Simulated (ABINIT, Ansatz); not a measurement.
# A GW chain in ABINIT: MoF6 (Im-3m), part 3 of 3

How does a plane-wave GW calculation on MoF6 (Im-3m) run from the first input to the gap?

ABINIT 10.8.3; LDA and many-body steps on it, plane waves. Known limits of the many-body steps: not at the basis limit; no spin-orbit coupling; coarse k mesh.

So far. Step 4 (Empty states on the mesh, 2×2×2 mesh, 256 bands): On this mesh the gap is 4.294 eV. Step 5 (Screening, 2×2×2 mesh, 234 bands, screening to 176.9 eV): Local fields lower ε∞ by 31 %. On a Γ-centred mesh this coarse the value itself is usually too large, while a short band sum pulls it down.

## Step 6: Self-energy, 2×2×2 mesh, 234 bands, screening to 176.9 eV

The self-energy is evaluated for the states that the input lists, and the levels follow from it, in one-shot runs by the linearised quasiparticle equation.

This step: G0W0 on LDA, plane waves, norm-conserving pseudopotentials.

run.abi

```
acell 3*1.0 Angstrom
rprim 
  -3.167343216100 3.167343216100 3.167343216100
  3.167343216100 -3.167343216100 3.167343216100
  3.167343216100 3.167343216100 -3.167343216100
ntypat 2
znucl 42 9
natom 7
typat 1 2 2 2 2 2 2
xred 
  0.000000000000 0.000000000000 0.000000000000
  0.710671220000 0.710671220000 0.000000000000
  0.289328780000 0.289328780000 0.000000000000
  0.000000000000 0.289328780000 0.289328780000
  0.000000000000 0.710671220000 0.710671220000
  0.710671220000 0.000000000000 0.710671220000
  0.289328780000 0.000000000000 0.289328780000
pp_dirpath "pseudos"
pseudos "Mo.upf, F.upf"
ecut 36
ngkpt 2 2 2
nshiftk 1
shiftk 0 0 0
kptopt 1
chksymbreak 0
istwfk *1
occopt 1
irdwfk 1
optdriver 4
nband 234
gwcalctyp 0
ecutsigx 36
symsigma 1
nkptgw 2
kptgw 
  0.0000000000 0.0000000000 0.0000000000
  0.5000000000 0.0000000000 0.0000000000
bdgw 
  26 31
  27 30
ecuteps 6.5
irdscr 1
ppmodel 1
indata_prefix "in"
outdata_prefix "out"
tmpdata_prefix "tmp"
```

Launch:

```bash
$ OMP_NUM_THREADS=1 mpirun -n 4 abinit run.abi > log
```

Numbers of over 12 decimals in the logs are rounded to 6 here.

Output:

```text
.Version 10.8.3 of ABINIT. v10.8.2 released Aug 2026.

 Symmetries : space group Im -3 m (#229); Bravais cI (body-center cubic)
[... echo of the input left out ...]
== DATASET  1 ==================================================================
-   mpi_nproc: 4, omp_nthreads: 1 (-1 if OMP is not activated)

--- !DatasetInfo
iteration_state: {dtset: 1, }
dimensions: {natom: 7, nkpt: 3, mband: 234, nsppol: 1, nspinor: 1, nspden: 1, mpw: 8992, }
cutoff_energies: {ecut:  36.0, pawecutdg:  -1.0, }
electrons: {nelect:   5.60000000E+01, charge:   0.00000000E+00, occopt:   1.00000000E+00, tsmear:   1.00000000E-02, }

 SIGMA: Calculation of the GW corrections

 Based on a program developped by R.W. Godby, V. Olevano, G. Onida, and L. Reining.
 Incorporated in ABINIT by V. Olevano, G.-M. Rignanese, and M. Torrent.
.Using double precision arithmetic ; gwpc =  8

[... cell and pseudopotentials left out ...]
--------------------------------------------------------------------------------

 ==== K-mesh for the wavefunctions ====
 Number of points in the irreducible wedge :     3
[... list of points left out ...]
 Together with 48 symmetry operations and time-reversal symmetry
 yields     8 points in the full Brillouin Zone.

 ==== Q-mesh for screening function ====
 Number of points in the irreducible wedge :     3
[... list of points left out ...]
 Together with 48 symmetry operations and time-reversal symmetry
 yields     8 points in the full Brillouin Zone.

 vcoul_init : cutoff-mode = AUXILIARY_FUNCTION
 q-points for optical limit:   1
     1)      0.000010    0.000020    0.000030
 setmesh: FFT mesh size selected  =    45x   45x   45
          total number of points  =        91125

 Number of electrons calculated from density =   56.0000; Expected =   56.0000
 average of density, n =  0.065290
 r_s =    1.5406
 omega_plasma =   24.6478 [eV]

 === KS Band Gaps ===
  >>>> For spin  1
   Minimum direct gap =   4.3739 [eV], located at k-point      :   0.5000  0.0000  0.0000
   Fundamental gap    =   4.2937 [eV], Top of valence bands at :   0.0000  0.0000  0.0000
                                       Bottom of conduction at :   0.5000  0.0000  0.0000
 SIGMA fundamental parameters:
 PLASMON POLE MODEL  1
 number of plane-waves for SigmaX                 8781
 number of plane-waves for SigmaC and W            675
 number of plane-waves for wavefunctions          8781
 number of bands                                   234
 number of independent spin polarizations            1
 number of spinorial components                      1
 number of k-points in IBZ                           3
 number of q-points in IBZ                           3
 number of symmetry operations                      48
 number of k-points in BZ                            8
 number of q-points in BZ                            8
 number of frequencies for dSigma/dE                 9
 frequency step for dSigma/dE [eV]                0.25
 number of omega for Sigma on real axis              0
 max omega for Sigma on real axis  [eV]           0.00
 zcut for avoiding poles [eV]                     0.10

 EPSILON^-1 parameters (SCR file):
 dimension of the eps^-1 matrix on file            675
 dimension of the eps^-1 matrix used               675
 number of plane-waves for wavefunctions          8781
 number of bands                                   234
 number of q-points in IBZ                           3
 number of frequencies                               2
 number of real frequencies                          1
 number of imag frequencies                          1

 matrix elements of self-energy operator (all in [eV])

 Perturbative Calculation

--- !SelfEnergy_ee
iteration_state: {dtset: 1, }
kpoint     : [   0.000,    0.000,    0.000, ]
spin       : 1
KS_gap     :    4.409
QP_gap     :    8.560
Delta_QP_KS:    4.151
data: !SigmaeeData |
     Band     E0 <VxcDFT>   SigX SigC(E0)      Z dSigC/dE  Sig(E)    E-E0       E
       26  -4.388 -22.745 -29.804   5.340   0.779  -0.284 -24.083  -1.338  -5.726
       27  -4.388 -22.745 -29.804   5.340   0.779  -0.284 -24.083  -1.338  -5.726
       28  -4.388 -22.745 -29.804   5.340   0.779  -0.284 -24.083  -1.338  -5.726
       29   0.022 -20.820 -15.337  -2.073   0.825  -0.212 -18.007   2.813   2.834
       30   0.022 -20.820 -15.337  -2.073   0.825  -0.212 -18.007   2.813   2.834
       31   0.022 -20.820 -15.337  -2.073   0.825  -0.212 -18.007   2.813   2.834

--- !SelfEnergy_ee
iteration_state: {dtset: 1, }
kpoint     : [   0.500,    0.000,    0.000, ]
spin       : 1
KS_gap     :    4.374
QP_gap     :    8.513
Delta_QP_KS:    4.139
data: !SigmaeeData |
     Band     E0 <VxcDFT>   SigX SigC(E0)      Z dSigC/dE  Sig(E)    E-E0       E
       27  -4.486 -22.514 -29.573   5.319   0.779  -0.284 -23.869  -1.355  -5.841
       28  -4.468 -22.582 -29.653   5.334   0.778  -0.285 -23.934  -1.352  -5.820
       29  -0.094 -20.416 -14.915  -2.132   0.827  -0.209 -17.629   2.787   2.693
       30  -0.093 -20.407 -14.915  -2.132   0.827  -0.209 -17.628   2.779   2.686

== END DATASET(S) ==============================================================
================================================================================

 -outvars: echo values of variables after computation  --------
           etotal      0.0000000000E+00
            nband         234
             nkpt           3
          spgroup         229
 [... the other variables as echoed above ...]

 Calculation completed.
```

Wall time 88 s (4 MPI ranks of Arm Neoverse N1, shared host); peak memory 1.5 GiB; 5.9 min of CPU time.

Numbers from this step:

| Quantity | Value |
| --- | --- |
| G0W0 gap on the points computed | 8.412 eV |
| starting gap on the mesh | 4.294 eV |
| k of the valence top | 0, 0, 0 |
| k of the conduction bottom | 0.5, 0, 0 |
| Z at the valence top | 0.779 |
| Z at the conduction bottom | 0.827 |
| least direct G0W0 gap on the computed points | 8.506 eV |

The gap on the mesh goes from 4.29 eV to 8.41 eV, a correction of +4.12 eV.

Limits: finite bands, cutoff and mesh; no spin-orbit coupling; coarse k mesh. v1 is the top filled band, c1 the lowest empty one. The levels before and after the correction (eV, zero at the valence-band top of each column):

```tsv
	conduction bottom	valence top
Kohn-Sham	4.29	0.00
G0W0	8.41	0.00
```

```tsv
	level	energy (eV)
Kohn-Sham	Γ v3-v1	0.000
Kohn-Sham	Γ c1-c3	4.409
Kohn-Sham	(0.5 0 0) v2	-0.099
Kohn-Sham	(0.5 0 0) v1	-0.080
Kohn-Sham	(0.5 0 0) c1	4.294
Kohn-Sham	(0.5 0 0) c2	4.294
G0W0	Γ v3-v1	0.000
G0W0	Γ c1-c3	8.560
G0W0	(0.5 0 0) v2	-0.115
G0W0	(0.5 0 0) v1	-0.094
G0W0	(0.5 0 0) c1	8.419
G0W0	(0.5 0 0) c2	8.412
```

## Step 7: Where the time went

Times are wall times on 4 MPI ranks of Arm Neoverse N1, shared host, good to a factor of about two.

```tsv
step	time	share	memory (GiB)
ground state	2.3 min	23 %	0.5
bands along the symmetry lines	94 s	15 %	0.45
empty states on the mesh	3.1 min	30 %	0.45
screening	1.8 min	18 %	1.5
self-energy	88 s	14 %	1.5
```

## Step 8: What came out

| Quantity | Value |
| --- | --- |
| LDA gap | 4.27 eV, indirect |
| G0W0 gap on the mesh | 8.41 eV |
| G0W0 gap over the zone (rigid shift) | 8.39 eV |
| GW settings | 2×2×2 mesh, 234 bands, screening to 176.9 eV, Godby-Needs plasmon pole |
| known limits | not at the basis limit; no spin-orbit coupling; coarse k mesh |

**Reading.** G0W0 moves the gap on the mesh from 4.29 eV to 8.41 eV (+4.12 eV), with Z of 0.78 and 0.83 at the edges. The mesh misses the band edges by 0.02 eV in all; a rigid shift gives 8.39 eV for the zone. Local fields lower the RPA ε∞ on this mesh from 2.91 to 1.99; a Γ-centred mesh this coarse tends to raise both, most where the direct gap is narrow, while a short band sum lowers them. Only 2 of the mesh's irreducible points were corrected, so a valley elsewhere could overtake. Bands and cutoff are finite, so the gap is not at the basis limit. The miss can reach some tenths of an eV and take either sign; the mesh is an error of its own. In the G0W0 run levels were corrected at 2 k points alone, so a gap called «on the mesh» is the least over those, and an edge elsewhere would be missed. The 2×2×2 mesh is coarse for this cell, which bears on the long-range parts of exchange and screening. The many-body steps are scalar-relativistic: spin-orbit coupling is not in them.

[Paths, hosts, dates, memory and timing lines, banners, echoed tables and standing remarks are left out of the program output.]

[Logs are printed without paths, hosts, clocks, repeated set-up lines and the standing remarks that a program may print on its own settings, such as how far it seeks lower states.]

[Runs of the session that timed out or met a known fault of the program may be left out.]

[Hosts, paths, dates, database ids (printed as entryN), source tags and the programs' standing remarks are cut or masked in the printed files.]

[G0W0 gaps are taken among the corrected bands and points alone; a level outside them can change the order at an edge.]

[Where Ansatz stands beside ABINIT at settings called matched, ABINIT's density can come from a denser mesh and the files from another edition; pairs whose starting gaps differed by over 0.03 eV were left out, so agreement reads better than it is.]
